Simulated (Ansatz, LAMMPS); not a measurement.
# Charge trapping in glassy 76SiO2-9BaO-7SrO-4Li2O-4ZrO2 (mol %) (128 atoms), part 4 of 4

Aim: add and remove one electron in glassy 76SiO2-9BaO-7SrO-4Li2O-4ZrO2 (mol %) (128 atoms), with atoms held and relaxed, and read trapping energy and localisation.

Ansatz 0.2.0; Kohn-Sham DFT, PBE, PAW (set soft_2), plane waves.

The cell: 34 Si, 4 Ba, 3 Sr, 4 Li, 2 Zr and 81 O. The quench rate of 1000 K/ps is orders of magnitude faster than experiment. The network of bonds at the start is that of the classical potential that made the cell. The Brillouin zone is sampled at Γ only, in a cell whose shortest periodic width is 12 Å. Spin–orbit coupling is left out.

So far. Step 10 (An extra hole, atoms relaxed): The relaxation converged after 7 steps, 0.140 eV below its start, with a largest force component of 0.031 eV/Å. Step 10 (An extra hole, atoms relaxed): An extra hole, atoms relaxed: the energy stands 3.83 eV below that of the reference, with a moment of 1.00 μB.

## (11) An extra hole, levels at the relaxed geometry

A single point at the new geometry gives levels and spin density.

Input and log are left out; they have the form of those shown for this kind of step.

It took 3.1 min on 4 threads of Intel Xeon Platinum 8488C (Sapphire Rapids), shared host; peak memory 4.9 GiB; 12 min of CPU time.

An extra hole, levels at the relaxed geometry: the energy stands 3.83 eV below that of the reference, with a moment of 1.00 μB.

Local excerpt of 15 atoms (numbers count through the whole input) about O104, which holds the most spin; x, y, z are measured from there.

| atom | x | y | z | distance (Å) | Löwdin charge (e) | moment (μB) |
| --- | --- | --- | --- | --- | --- | --- |
| O104 | 0.00 | 0.00 | 0.00 | 0.00 | -0.76 | 0.24 |
| Si30 | 1.21 | 0.72 | 0.75 | 1.60 | 1.69 | 0.00 |
| Li43 | 0.30 | -1.47 | -1.02 | 1.82 | 0.80 | 0.00 |
| O75 | 2.33 | 1.26 | -0.33 | 2.67 | -0.69 | 0.02 |
| O89 | 0.60 | 1.88 | 1.80 | 2.67 | -0.77 | 0.00 |
| O49 | 2.16 | -0.33 | 1.68 | 2.75 | -0.80 | 0.01 |
| O97 | 0.90 | -2.77 | 0.25 | 2.92 | -0.97 | 0.02 |
| O107 | -0.24 | 3.14 | -0.17 | 3.15 | -0.77 | 0.02 |
| O112 | -1.58 | -1.75 | 2.26 | 3.27 | -0.77 | 0.00 |
| Si34 | -0.60 | 2.93 | 1.39 | 3.30 | 1.75 | 0.00 |
| O63 | 1.87 | -1.65 | -2.22 | 3.34 | -1.00 | 0.01 |
| O101 | -3.18 | 0.25 | 1.77 | 3.65 | -0.77 | 0.00 |
| O127 | -2.18 | 2.57 | 1.49 | 3.68 | -0.80 | 0.00 |
| O54 | -1.03 | 0.53 | 3.51 | 3.70 | -0.77 | 0.00 |
| Si31 | -2.24 | -0.42 | 2.92 | 3.70 | 1.78 | 0.00 |

The distance from O104 to O75 changes most, from 2.71 Å in the neutral cell to 2.67 Å.

The levels nearest the highest filled one (over half full), pooled over k-points and spins:

| level less the highest filled one (eV) | occupation |
| --- | --- |
| -0.0795 | 1 |
| -0.0448 | 0.995 |
| -0.0408 | 0.993 |
| 0 | 0.707 |
| 0.017 | 0.305 |
| 4.12 | 0 |
| 4.12 | 0 |
| 4.50 | 0 |

Spin density in the ab plane at fractional z = 0.200, with atoms of Si and Ba and Sr and O within 0.2 Å of it.

Ten even steps from '0' (-0.01 × 1e-2 e/Å³) to '9' (1.79 × 1e-2 e/Å³), each cell a mean:
```
00000000000000000000000000000000000
00000000000000000000000000000000000
00000000000000000000000000001592000
00000000000000000000000000000262000
00000000000000000000000000000011000
00000000000000000000000000000000000
00000000000000000000000000000000000
00000000000000000000000000000000000
00000000000000000000000000000000000
00000000000000000000000000000000000
00000000000000000000000000000000000
00000000000000000000000000000131000
00000000000000000000000000000131000
00000000000000000000000000000000000
00000000000000000000000000000000000
00000000000000000000000000000000000
00000000000000000000000000000000000
00000000000000000000000000000000000
00000000000000000000000000000000000
00000000000000000000000000000000000
00000000000000000000000000000000000
00000000000000000000000000000000000
00000000000000000000000000000000000
00000000000000000001100000000000000
```
Columns run along a (12.3 Å), rows up along b (12.3 Å). Atoms in or near the plane, at fractional coordinates: Si at (0.75, 0.80), Ba at (0.63, 0.20), Ba at (0.30, 0.09), Sr at (0.57, 0.56), O at (0.54, 0.01), O at (0.05, 0.63), O at (0.87, 0.86).

## (12) Neutral at the geometry of the hole

The neutral cell at the new geometry gives the energy of that geometry without the charge.

File input.yaml:

```yaml
crystal:
  lattice:
    - [12.26924, 0.0, 0.0]
    - [0.0, 12.26924, 0.0]
    - [0.0, 0.0, 12.26924]
  atoms:
    - { symbol: Si, position: [0.69312, 0.10388, 0.49791] }
    - { symbol: Si, position: [0.71479, 0.42201, 0.62286] }
    - { symbol: Si, position: [0.54427, 0.48173, 0.79445] }
    - { symbol: Si, position: [0.32257, 0.82779, 0.17127] }
    - { symbol: Si, position: [0.75302, 0.79637, 0.21028] }
    - { symbol: Si, position: [0.20658, 0.89845, 0.76244] }
    [... 116 atom lines left out ...]
    - { symbol: O, position: [0.20809, 0.63791, 0.3371] }
    - { symbol: O, position: [0.6624, 0.84556, 0.29575] }
    - { symbol: O, position: [0.75688, 0.66468, 0.23174] }
    - { symbol: O, position: [0.43358, 0.2438, 0.81992] }
    - { symbol: O, position: [0.54516, 0.95678, 0.72108] }
    - { symbol: O, position: [0.27594, 0.13955, 0.91916] }
kpoints:
  mp_grid: { grid: [1, 1, 1] }
hamiltonian:
  xc: pbe
scf:
  occupations: { method: fixed }
output:
  forces: true
  stress: true
  populations: true
  dos:
    method: { smearing: { sigma: 0.1 } }
    de: 0.1
    projected: { site_lists: { Ba: [Ba], Li: [Li], O: [O], Si: [Si], Sr: [Sr] } }
  eigenvalues: true
```

The run is started by

```console
$ ansatz run input.yaml --threads 4 --pin off --max-ram 8192MiB --backend cpu --events-out ev --progress --plain --runs-dir out
```

Numbers of over 12 decimals in the logs are rounded to 6 here.

What it wrote:

```text
[...]
Crystal: 128 atoms, lattice volume = 1846.941 Å³
Basis set: ecut = 420 eV, 36137 PW (Γ), exchange–correlation on 180×180×180 points (8 copies of the dense FFT grid, shifted against one another)
Bands: 492, of which v1, the nominal top of the filled ones, is band 364 counted from 1 (363 counted from 0)
Symmetry: 1 space group operations
[...]
k-points: 1
[...]
SCF iter   1: F=—  HF=-111346.911652 eV  |F-HF|=—  |Δ(HF+E_count)|=         —  Δρ=2.10e-3  dr2=1.21e-1  ethr=1.77e-3  ⟨swp⟩=5.0  Hψ=1930  notcnv=0  defer=125
[...]
SCF iter   8: F=—  HF=-111346.917783 eV  |F-HF|=—  |Δ(HF+E_count)|=   1.35e-6  Δρ=6.21e-6  dr2=6.66e-7  ethr=3.38e-10  ⟨swp⟩=2.0  Hψ=716  notcnv=0  defer=122
SCF iter   9: F=-111346.917784 eV  HF=-111346.917784 eV  |F-HF|=5.89e-9  |Δ(HF+E_count)|=   1.02e-7  Δρ=1.95e-6  dr2=6.97e-8  ethr=1.37e-11  ⟨swp⟩=20.0  Hψ=3950  notcnv=0
SCF 1 converged in 9 iterations: F = -111346.917784 eV  dr2 = 6.97e-8
[...]
SCF converged after 9 iterations
Free energy (F): -111346.917784 eV
[...]
Internal energy: -111346.917784 eV  (E = F + TS)
E sigma→0 (E₀):  -111346.917784 eV
Fermi energy:    4.923299 eV
[...]
Σ components = -111346.917784   (vs F -111346.917784, Δ=0.00e0)
--- Forces (eV/Å), atoms counted from 1 ---
  atom   1  Si    -0.46644673     0.25171932     0.54158806
  atom   2  Si     0.20859454     0.26904017    -0.15930641
  atom   3  Si     0.11157620    -0.00841533    -0.12534220
  atom   4  Si     0.00802496     0.09456728     0.04841880
[...]
atom 128  O     -0.16517932    -0.03426372     0.05533598
  max |Σ_I F_I| component: 1.44e-4 eV/Å
--- Stress (GPa, compression-positive) ---
       -0.254066       0.456162       0.854729
        0.456161       0.332129      -1.209255
        0.854729      -1.209255      -1.003050
  P = ⅓ Tr σ = -0.3083 GPa (-3.083 kbar)
--- Band table (eV) ---
[...]
--- Löwdin populations: 128 sites ---
  site symbol       q [e]
     0     Si      2.3418
     1     Si      2.3384
     2     Si      2.2316
[...]
127      O      6.8317
  spilling = 0.012959 (of n_electrons = 728.000000)
```

Elapsed: 30 s, on 4 threads of Intel Xeon Platinum 8488C (Sapphire Rapids), shared host; peak memory 3 GiB.

Neutral at the geometry of the hole: the energy stands 0.197 eV above that of the reference.

## (13) Energies and spread of the extra charge

Energies are differences within one cell and functional; the shift is the gain plus the neutral cell's energy at the new geometry, that is how much cheaper the vertical process becomes there. The spread is the participation number of the site moments (1/Σw², over the spin inside atomic spheres), with the atom that holds the largest share and the spin that the spheres hold in all.

| carrier | charged less neutral, atoms held (eV) | gain on relaxing (eV) | neutral cell at that geometry, less the reference (eV) | shift of the vertical energy (eV) | spread, atoms held | spread, relaxed |
| --- | --- | --- | --- | --- | --- | --- |
| electron | 7.754 | 0.016 | 0.013 | 0.029 | - | - |
| hole | -3.688 | 0.140 | 0.197 | 0.337 | 13; O104 20 % of 0.73 μB | 7; O104 33 % of 0.73 μB |

## (14) Findings

The extra electron gains 0.016 eV as the atoms relax: so small a gain shows no trapping at this level. The cell with the electron keeps a moment of only 0.00 μB where one unpaired electron should give 1 μB: the carrier is shared between both spins, which can hide trapping. The extra hole gains 0.14 eV as the atoms relax, and its spin goes from about 13 to 7 atoms: a partial localisation as the atoms move, with the largest share on O104. The hole is shared among 2 partly filled levels, as near-degenerate levels under the smearing give, and as self-interaction favours. Adding the two vertical energies gives 4.07 eV, against a gap of 3.56 eV in the neutral cell. The zero of the potential cancels in this sum; the excess isn't taken apart here: charging of a small cell, filling of bands on a coarse mesh and the attraction to the background can all enter.

**Limits.** Single energies of charged cells hang on the program's zero of potential. In the spin-polarised runs the search for a state of lower energy was switched off. No distortion was seeded, so a trapped state behind a barrier can't be found. Local and semilocal functionals favour spread-out charges, so trapping can be missed. Charged cells carry a uniform background, with no correction for images.

The DFT runs together took 26 min of wall time.

[Logs are printed without paths, hosts, clocks, repeated set-up lines and the standing remarks that a program may print on its own settings, such as how far it seeks lower states.]

[Hosts, paths, dates, database ids (printed as entryN), source tags and the programs' standing remarks are cut or masked in the printed files.]
